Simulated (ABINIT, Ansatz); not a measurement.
# Hf (Hafnium): phonons by linear response, part 4 of 4

Aim: the phonon dispersion of Hf (Hafnium), checked by a second program.

ABINIT 10.8.3; DFT LDA, scalar-relativistic, plane waves, PseudoDojo norm-conserving pseudopotentials.

So far, highest frequency (cm⁻¹): step 7 (interpolated phonon bands) 159.

## Step 9: The same in Ansatz

A second program on the same cell, potentials, cutoff and meshes tests the implementation of the phonon response, not its convergence.

This step: DFT LDA, scalar-relativistic, plane waves, PseudoDojo norm-conserving pseudopotentials (Ansatz 0.2.0).

The input, input.yaml:

```yaml
crystal:
  lattice:
    - [3.1069784513, 0.0, 0.0]
    - [-1.5534892256, 2.6907222678, 0.0]
    - [0.0, 0.0, 4.9282582174]
  atoms:
    - { symbol: Hf, position: [0.3333333333, 0.6666666667, 0.25] }
    - { symbol: Hf, position: [0.6666666667, 0.3333333333, 0.75] }
kpoints:
  mp_grid: { grid: [12, 12, 6] }
hamiltonian:
  xc: lda
  pseudopotentials: { kind: nc, accuracy: standard }
scf:
  occupations: { method: gaussian, width: 0.27211 }
output:
  eigenvalues: true
basis:
  ecutwfc: 680.285
phonons:
  method: dfpt
  qmesh: [3, 3, 2]
  temperatures: { t_max: 1000, t_step: 50 }
  qpath:
    path:
      - [[0.0, 0.0, 0.0], [0.5, 0.0, 0.0], [0.33333333, 0.33333333, 0.0], [0.0, 0.0, 0.0], [0.0, 0.0, 0.5], [0.5, 0.0, 0.5], [0.33333333, 0.33333333, 0.5], [0.0, 0.0, 0.5]]
      - [[0.5, 0.0, 0.5], [0.5, 0.0, 0.0]]
      - [[0.33333333, 0.33333333, 0.5], [0.33333333, 0.33333333, 0.0]]
    npoints: 10
  electrical_resistivity: { temperatures: [77, 300], mesh: [24, 24, 12] }
```

The run is started by

```console
$ ansatz run input.yaml --threads 4 --pin off --max-ram 16384MiB --backend cpu --events-out ev --progress --plain --runs-dir out
```

Numbers of over 12 decimals in the logs are rounded to 6 here.

The program printed:

```text
Warning: basis.ecutwfc = 680.285 eV is below the records' recommended 789.130201 eV, and the density's cutoff is lower with it unless basis.ecutrho_ratio is high enough to keep the records' density cutoff: compare with a run at a higher cutoff
Engine: ansatz 0.2.0, aarch64-unknown-linux-gnu
Pseudopotentials: kind: nc
Pseudopotential: Hf, nc, valence charge 12, recommended cutoff 789.130201 eV (normal), Hf.nc.azcp (PseudoDojo's, or run here from an input of PseudoDojo's; its table is named by hamiltonian.pseudopotentials.accuracy)
Functional definition: SPW92
  exchange = slater_x
  correlation = pw_c
Crystal: 2 atoms, lattice volume = 41.200 Å³
Basis set: ecut = 680.285 eV, 1677 PW (Γ), exchange–correlation on 54×54×96 points (8 copies of the dense FFT grid, shifted against one another)
Bands: 16, of which v1, the nominal top of the filled ones, is band 12 counted from 1 (11 counted from 0)
Symmetry: 24 space group operations
k-points: 76 of 864
Non-local potential: Hf, projectors of the file, l = 0: 2, l = 1: 2, l = 2: 2, l = 3: 2
Initial density: superposition of atomic densities (chi_scale 0.1, normalization cell)
Initial wavefunctions: pseudopotential atomic-orbital guess
Functional: x = slater, c = lda
SCF iter   1: F=—  HF=-3072.200230 eV  |F-HF|=—  |Δ(HF+E_count)|=         —  Δρ=3.10e-2  dr2=4.51e-1  ethr=3.10e-3  ⟨swp⟩=6.1  Hψ=14440  notcnv=0
automatic band count: the SCF goes on with 20 bands, as 16 were too few: they end inside the smearing window of the response
preconditioner: auto → none  [metal: Δε(μ)=0.057 eV  Ē_g=6.422 eV  σ=0.272 eV  W_gap=0.12  n_scr=8 (ndim 8)  ℏωp=16.4 eV  f_vac=0.000  D(μ)=1.56/eV (n_scr^D=10)  sad-step TF]
SCF iter   2: F=—  HF=-3072.094316 eV  |F-HF|=—  |Δ(HF+E_count)|=   1.06e-1  Δρ=1.97e-2  dr2=1.80e-1  ethr=1.88e-3  ⟨swp⟩=1.6  Hψ=2238  notcnv=0
SCF iter   3: F=—  HF=-3072.028164 eV  |F-HF|=—  |Δ(HF+E_count)|=   6.62e-2  Δρ=8.27e-4  dr2=1.27e-4  ethr=7.50e-4  ⟨swp⟩=3.0  Hψ=2375  notcnv=0
SCF iter   4: F=—  HF=-3072.028064 eV  |F-HF|=—  |Δ(HF+E_count)|=   1.00e-4  Δρ=2.16e-4  dr2=5.07e-6  ethr=5.29e-7  ⟨swp⟩=2.9  Hψ=2607  notcnv=0
SCF iter   5: F=—  HF=-3072.028065 eV  |F-HF|=—  |Δ(HF+E_count)|=   9.18e-7  Δρ=1.90e-5  dr2=5.18e-8  ethr=2.11e-8  ⟨swp⟩=2.7  Hψ=2324  notcnv=0
SCF iter   6: F=—  HF=-3072.028066 eV  |F-HF|=—  |Δ(HF+E_count)|=   8.14e-7  Δρ=2.22e-6  dr2=1.57e-9  ethr=2.16e-10  ⟨swp⟩=3.1  Hψ=2784  notcnv=0  defer=117
SCF iter   7: F=—  HF=-3072.028066 eV  |F-HF|=—  |Δ(HF+E_count)|=  4.35e-10  Δρ=4.35e-7  dr2=2.19e-11  ethr=6.53e-12  ⟨swp⟩=2.9  Hψ=2474  notcnv=0  defer=125
SCF iter   8: F=-3072.028066 eV  HF=-3072.028066 eV  |F-HF|=4.55e-13  |Δ(HF+E_count)|=  1.54e-10  Δρ=2.57e-8  dr2=1.15e-13  ethr=1.00e-12  ⟨swp⟩=14.5  Hψ=10236  notcnv=0
SCF 1 converged in 8 iterations: F = -3072.028066 eV  dr2 = 1.15e-13
NSCF: frozen V_eff on 76 k-points
NSCF: frozen V_eff on 172 k-points
DFPT response loops at q = (0, 0, 0) (fractional): preconditioner auto → Kerker (q_TF=auto, 2.493 Å⁻¹) (partly filled bands, converged f_vac=0.000); β = 1.00, the filter's whole step (`scf.mixing.beta` (0.50) is not read by the response loops under this deck's `scf.mixing.preconditioner`; to damp them name `kerker` or `kerker_dos`, under which they read `scf.mixing.beta`, and type it under 1.00, their step now; both keys bind the ground state too); Broyden in place of MSR1
NSCF: frozen V_eff on 344 k-points
DFPT response loops at q = (0, 0, -0.5) (fractional): mixed as the last ones told, above
NSCF: frozen V_eff on 624 k-points
DFPT response loops at q = (0, 0.333333, 0) (fractional): mixed as the last ones told, above
NSCF: frozen V_eff on 624 k-points
DFPT response loops at q = (0, 0.333333, -0.5) (fractional): mixed as the last ones told, above
NSCF: frozen V_eff on 624 k-points
DFPT response loops at q = (0.333333, 0.333333, 0) (fractional): mixed as the last ones told, above
NSCF: frozen V_eff on 624 k-points
DFPT response loops at q = (0.333333, 0.333333, -0.5) (fractional): mixed as the last ones told, above
Bands: 20, of which v1, the nominal top of the filled ones, is band 12 counted from 1 (11 counted from 0)
SCF iter   1: F=—  HF=-3072.200230 eV  |F-HF|=—  |Δ(HF+E_count)|=         —  Δρ=3.10e-2  dr2=4.51e-1  ethr=3.10e-3  ⟨swp⟩=6.1  Hψ=8086  notcnv=0
SCF iter   2: F=—  HF=-3072.094316 eV  |F-HF|=—  |Δ(HF+E_count)|=   1.06e-1  Δρ=1.97e-2  dr2=1.80e-1  ethr=1.88e-3  ⟨swp⟩=1.6  Hψ=2238  notcnv=0
SCF iter   3: F=—  HF=-3072.028164 eV  |F-HF|=—  |Δ(HF+E_count)|=   6.62e-2  Δρ=8.27e-4  dr2=1.27e-4  ethr=7.50e-4  ⟨swp⟩=3.0  Hψ=2375  notcnv=0
SCF iter   4: F=—  HF=-3072.028064 eV  |F-HF|=—  |Δ(HF+E_count)|=   1.00e-4  Δρ=2.16e-4  dr2=5.07e-6  ethr=5.29e-7  ⟨swp⟩=2.9  Hψ=2607  notcnv=0
SCF iter   5: F=—  HF=-3072.028065 eV  |F-HF|=—  |Δ(HF+E_count)|=   9.18e-7  Δρ=1.90e-5  dr2=5.18e-8  ethr=2.11e-8  ⟨swp⟩=2.7  Hψ=2324  notcnv=0
SCF iter   6: F=—  HF=-3072.028066 eV  |F-HF|=—  |Δ(HF+E_count)|=   8.14e-7  Δρ=2.22e-6  dr2=1.57e-9  ethr=2.16e-10  ⟨swp⟩=3.1  Hψ=2784  notcnv=0  defer=117
SCF iter   7: F=—  HF=-3072.028066 eV  |F-HF|=—  |Δ(HF+E_count)|=  4.35e-10  Δρ=4.35e-7  dr2=2.19e-11  ethr=6.53e-12  ⟨swp⟩=2.9  Hψ=2474  notcnv=0  defer=125
SCF iter   8: F=-3072.028066 eV  HF=-3072.028066 eV  |F-HF|=4.55e-13  |Δ(HF+E_count)|=  1.64e-10  Δρ=2.60e-8  dr2=1.24e-13  ethr=1.00e-12  ⟨swp⟩=3.3  Hψ=3501  notcnv=0
SCF 2 converged in 8 iterations: F = -3072.028066 eV  dr2 = 1.24e-13
NSCF: frozen V_eff on 76 k-points
NSCF: frozen V_eff on 95 k-points
[...]
SCF converged after 8 iterations
Free energy (F): -3072.028066 eV
Harris-Foulkes:  -3072.028066 eV  (|F-HF|=4.55e-13)
Internal energy: -3071.965368 eV  (E = F + TS)
E sigma→0 (E₀):  -3071.996717 eV
Entropy (-TS):   -0.062698 eV (-31.349 meV/atom)
Fermi energy:    15.650243 eV
--- Per-component energies (eV) ---
  E_band       = -252.458962
  E_kinetic    = 793.405859
  E_local      = -1412.442613  (includes V_loc(G=0)·N_el)
  E_nonlocal   = 138.391942
  E_hartree    = 363.896627
  E_xc         = -770.856574
  E_vxc        = -499.607412  (∫ρ·V_xc dr)
  E_ewald      = -2184.360608
  E_smearing   = -0.062698  (= −TS)
  E_closure    = 0.000000  (closes the sum)
  Σ components = -3072.028066   (vs F -3072.028066, Δ=0.00e0)
--- Band table (eV; the first three rows and the last of 76) ---
  k-point 0: bands = [... 8 lower, 8.0397, 11.6801, 16.7256, 16.8114, 16.8114, 17.0954, 17.7123, 17.7123, ... 4 higher]
  k-point 1: bands = [... 8 lower, 8.3201, 11.5828, 16.2965, 16.6750, 16.6750, 16.8623, 17.4916, 17.4916, ... 4 higher]
  k-point 2: bands = [... 8 lower, 9.0974, 11.1161, 15.7258, 16.3048, 16.5651, 16.5651, 17.0511, 17.0511, ... 4 higher]
  k-point 75: bands = [... 8 lower, 13.7193, 13.7193, 14.1231, 14.1231, 15.6020, 15.6020, 18.2777, 18.2777, ... 4 higher]
--- Phonons (Γ-DFPT): 2 representative perturbations + reference (Σ response iterations 8) ---
  ASR residual: 2.531e-5 → 0.000e0 eV/Å²; symmetrization residual: 2.933e-10 eV/Å²
  ASR residual per site (eV/Å²): 2.53e-5 2.53e-5
  Γ frequencies (cm⁻¹): 0.00 0.00 0.00 67.45 67.45 114.37
--- Phonons (arbitrary-q DFPT): 6 irreducible q on the 3×3×2 mesh ---
  q = [0.0000, 0.0000, 0.0000] (star 1, of the zone-centre solve; hermiticity 6.83e-11, symmetrization 3.42e-11): -0.00 -0.00 0.00 67.45 67.45 114.37
  q = [0.0000, 0.0000, -0.5000] (star 1, 2 solved perturbations in 248 linear systems a pass and spin channel, the states on 172 of 864 k-point pairs; hermiticity 3.97e-9, symmetrization 1.98e-9): 47.87 47.87 47.87 47.87 108.93 108.93
  q = [0.0000, 0.3333, 0.0000] (star 6, 3 solved perturbations on 312 of 864 k-point pairs; hermiticity 7.06e-9, symmetrization 3.29e-10): 51.21 59.96 113.20 113.30 123.66 131.14
  q = [0.0000, 0.3333, -0.5000] (star 6, 3 solved perturbations on 312 of 864 k-point pairs; hermiticity 6.89e-9, symmetrization 2.76e-10): 87.42 87.42 90.77 90.77 140.29 140.29
  q = [0.3333, 0.3333, 0.0000] (star 2, 2 solved perturbations in 436 linear systems a pass and spin channel, the states on 312 of 864 k-point pairs; hermiticity 3.43e-9, symmetrization 1.72e-9): 100.20 100.20 110.53 110.53 112.87 158.97
  q = [0.3333, 0.3333, -0.5000] (star 2, 2 solved perturbations in 436 linear systems a pass and spin channel, the states on 312 of 864 k-point pairs; hermiticity 3.45e-9, symmetrization 1.73e-9): 53.59 53.59 136.88 136.88 145.79 145.79
  sum rule: each row above includes the acoustic sum rule's correction from the zone centre's row sums; it moved no ω² by more than (0.20 cm⁻¹)²
  mesh force constants: q→R imaginary residual 0.00e0; ASR residual 2.531e-5 → 0.000e0 eV/Å²; symmetrization residual 7.994e-15 eV/Å²
  interpolated dispersion: 93 rows × 6 modes
  density of states and harmonic sums: on the 24×24×14 q-mesh, interpolated from the force constants of a 3×3×2 supercell (no non-analytic term)
  largest difference from the sums on the solved wave vectors: F 3.97e-2 eV, S 5.41e-5 and C_V 1.43e-5 eV/K
  zero-point energy: 0.037490 eV/cell   skipped modes (ω ≤ 0): 3   left out of the sums: 6.20e-5 of the cell's modes: C_V's classical limit lies that fraction below 3 k_B per atom; for a crystal, a wire or a layer, F and S can be off by more, and a phonons.interpolated_qmesh denser along its periods is the remedy for the sampling
--- Electrical resistivity: potentials and phonons of a 3×3×2 supercell ---
  scattering by harmonic phonons alone, with no dipole-dipole term; scattering by other electrons, impurities, surfaces and spin disorder is left out, and so is spin–orbit coupling
  the resistivity is that of a variational response, whose dependence on the energy is improved iteratively
  at the Fermi level of each mesh (of a tensor a third of its trace):
           mesh   spin    states/(eV spin)  plasma energy (eV)         λ      λ_tr    ħω_log (meV)
       24×24×12                     0.6841              4.3976    0.5012    0.5432          10.483
        12×12×6                     0.7329              4.5354    0.5243    0.5765          10.458
          6×6×3                     0.7831              4.5531    0.5841    0.6231          10.765
  resistivity on the deck's mesh, µΩ·cm:
     T (K)       trace/3  mesh converged            xx            yy            zz    lowest order   relaxation time
     77.00      6.6488e0             yes      6.9020e0      6.9020e0      6.1424e0        6.9527e0          6.2981e0
    300.00      3.3983e1              no      3.5256e1      3.5256e1      3.1437e1        3.4855e1          3.2277e1
  mean free path at 77 K (of a tensor a third of its trace): 22.9 nm by what each carries, 19.8 by the Fermi surface alone
  Hall coefficient in a weak field at 77 K (a third of the trace): -5.910e-12 m³/C (as a tensor it moves by 12.9 % between the two finest meshes); by each state's relaxation time: -1.678e-11 m³/C; by a constant relaxation time: -6.656e-11 m³/C
  mean free path at 300 K (of a tensor a third of its trace): 4.39 nm by what each carries, 3.88 by the Fermi surface alone
  Hall coefficient in a weak field at 300 K (a third of the trace): -2.388e-11 m³/C (as a tensor it moves by 7.8 % between the two finest meshes); by each state's relaxation time: -3.095e-11 m³/C; by a constant relaxation time: -6.810e-11 m³/C
  the resistivity times a path that all electrons share, by the Fermi surface of the deck's mesh alone (a third of the trace): 1.325e-15 Ω·m²
  not converged in the mesh (λ; λ_tr; the resistivity at 300 K by 2.22 %): between neighbouring meshes, the two finest first, λ moves by 4.63 % and 11.40 %, λ_tr by 6.23 % and 8.27 % and the resistivity by up to 2.22 % and 53.31 %; an estimate, no bound, puts it up to 4.8e-8 % above the Boltzmann equation's exact value after up to 4 iterations (at most 30 are made, fewer where the estimate is under 1.0e-6 % of each spin channel's own resistivity)
  vibrations of 18 cells: unjudged by the run; compare a larger repeat
  the changes of the potential over all sites missed a rigid shift's by 0.00 % (the site terms' by 0.00 %)
  at the force constants' own smearing the fine mesh and the k-points of their solves give squared frequencies that differ by 3.6 % of the larger at the most, at (0.3333, 0.3333, -0.5)
```

Elapsed: 4.1 min, on 4 threads of Arm Neoverse V2, shared host; peak memory 2.1 GiB.

Numbers from this step:

* sum-rule residual before enforcement: 2.53e-5 eV/Å²
* mean frequency: 100.8 cm⁻¹
* Debye temperature (second moment): 196 K
* logarithmic mean frequency: 95.1 cm⁻¹
* highest optical zone-centre mode (no LO-TO term): 114.4 cm⁻¹
* lowest optical zone-centre mode: 67.45 cm⁻¹
* lowest mode on the q mesh (acoustic ones at the zone centre apart): 47.87 cm⁻¹
* zero-point energy per atom: 18.75 meV
* vibrational entropy at 300 K: 44.8 J/(mol atoms K)

## Step 10: The two compared: ABINIT PseudoDojo and Ansatz, PseudoDojo

Worked out from the results:

```yaml
root_mean_square_difference: 0.07 cm⁻¹
largest_difference: 0.26 cm⁻¹
root_mean_square_difference_on_the_path: 1.1 cm⁻¹
largest_difference_on_the_path: 3.9 cm⁻¹
```

The 12 of 33 modes that differ most. Frequencies side by side:

```csv
q (reciprocal lattice),mode,ABINIT PseudoDojo (cm⁻¹),"Ansatz, PseudoDojo (cm⁻¹)"
0 0 0,4,67.52,67.45
0 0 0,5,67.52,67.45
0.3333 0 0,1,51.47,51.21
0.3333 0 0,3,113.3,113.2
0 0 0.5,1,47.97,47.87
0 0 0.5,2,47.97,47.87
0 0 0.5,3,47.97,47.87
0 0 0.5,4,47.97,47.87
0.3333 0 0.5,1,87.54,87.42
0.3333 0 0.5,2,87.54,87.42
0.3333 0.3333 0.5,1,53.64,53.59
0.3333 0.3333 0.5,2,53.64,53.59
```

At the solved wavevectors the largest difference (acoustic modes at Γ apart) is 0.2 % of the highest mode (on the interpolated path 2 %).

## Step 11: Results

```yaml
space_group_after_relaxation: P6_3/mmc
volume_per_atom: 20.6 Å³
highest_optical_zone_centre_mode_no_lo_to_term: 114.3 cm⁻¹
lowest_optical_zone_centre_mode: 67.5 cm⁻¹
q_mesh: 3×3×2
lowest_mode_on_the_q_mesh_acoustic_ones_at_the_zone_centre_apart: 48.0 cm⁻¹
zero_point_energy_per_atom: 18.7 meV
heat_capacity_at_300_k: 24.4 J/(mol atoms K)
vibrational_entropy_at_300_k: 44.7 J/(mol atoms K)
imaginary_modes_on_the_q_mesh: none
largest_difference_from_ansatz_pseudodojo: 0.26 cm⁻¹
```

**Reading.** Hf (Hafnium) is dynamically stable on the 3×3×2 mesh; its spectrum reaches 159 cm⁻¹. At the LDA level the optical modes of Hf (Hafnium) at the zone centre run from 68 to 114 cm⁻¹. Along axes with an odd number of divisions the mesh misses the zone-boundary points at one half, where instabilities often lie; those are only interpolated. The base run prints -0.55 GPa, mostly the error of a finite basis; the relaxation, with a smoothed and higher cutoff, had brought the cell to rest. ABINIT PseudoDojo and Ansatz, PseudoDojo agree to 0.26 cm⁻¹ (0.2 % of the highest mode compared) on all solved modes but the acoustic ones at Γ. Their interpolated bands part by up to 4 cm⁻¹. These are harmonic frequencies at zero temperature: anharmonic shifts and linewidths and thermal expansion are left out. Spin-orbit coupling is left out, which can matter for the heavy elements here. In a metal the frequencies hang on the k mesh and the smearing, most of all near Kohn anomalies. Ansatz warns that the cutoff lies 14 % under the one recommended for these files; agreement at one cutoff is not convergence. The relaxed cell is 8 % smaller in volume than the measured one, and all results belong to that cell. Electron-phonon sums were run after this but are left out, since no second program bore their λ out within 30 %; a λ that a log prints is not taken as a result.

[Host names and launcher messages were left out of these logs when they were recorded.]

[Logs are printed without paths, hosts, clocks, repeated set-up lines and the standing remarks that a program may print on its own settings, such as how far it seeks lower states.]

[Hosts, paths, dates, database ids (printed as entryN), source tags and the programs' standing remarks are cut or masked in the printed files.]
